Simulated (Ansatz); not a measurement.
# A thicker film of LiF (110) from five thinner ones

In a field along its normal an insulating film takes a dipole p. Written as a length, p/(ε₀AE), it should grow by 1 − 1/ε for each ångström added.

How it was computed: Ansatz 0.2.0, plane waves with PAW datasets (its set soft_2), PBE; rocksalt films relaxed at a bulk in-plane lattice constant near the measured one, then held in weak fields of both signs with a dipole correction (A is the cell's area, E the outer field).

| run | distance between the outer atoms (Å) | p/(ε₀AE) (Å) |
| --- | --- | --- |
| 5 units | 5.698 | 4.096 |
| 6 units | 7.151 | 4.830 |
| 8 units | 10.041 | 6.318 |
| 9 units | 11.483 | 7.060 |
| 12 units | 15.818 | 9.289 |
| 16 units | 21.598 | ? |

Q: Estimate the withheld value from the rows shown.

A least-squares line through the 5 rows shown has slope 0.5136 and intercept 1.1630; no row lies more than 0.007 Å off it. That slope means ε = 1/(1 − 0.5136) = 2.06. At 21.598 it gives 0.5136 × 21.598 + 1.1630 = 12.256 Å, beyond the rows fitted. Rounding and scatter of the rows alone allow about ±0.015 Å there.

The run itself gives 12.259 Å: a miss of +0.003 Å, or 0.0 % of the value. The length is met to within 1 %, though ε is more sensitive than the length: the two thickest films give ε = 2.06.

**Limits.** This is the electronic response alone. A unit is one step of the cut along the normal (a plane, a pair of planes or a cell), and the layers relax along it, away from their bulk spacing where the functional's lattice constant differs from the one held.
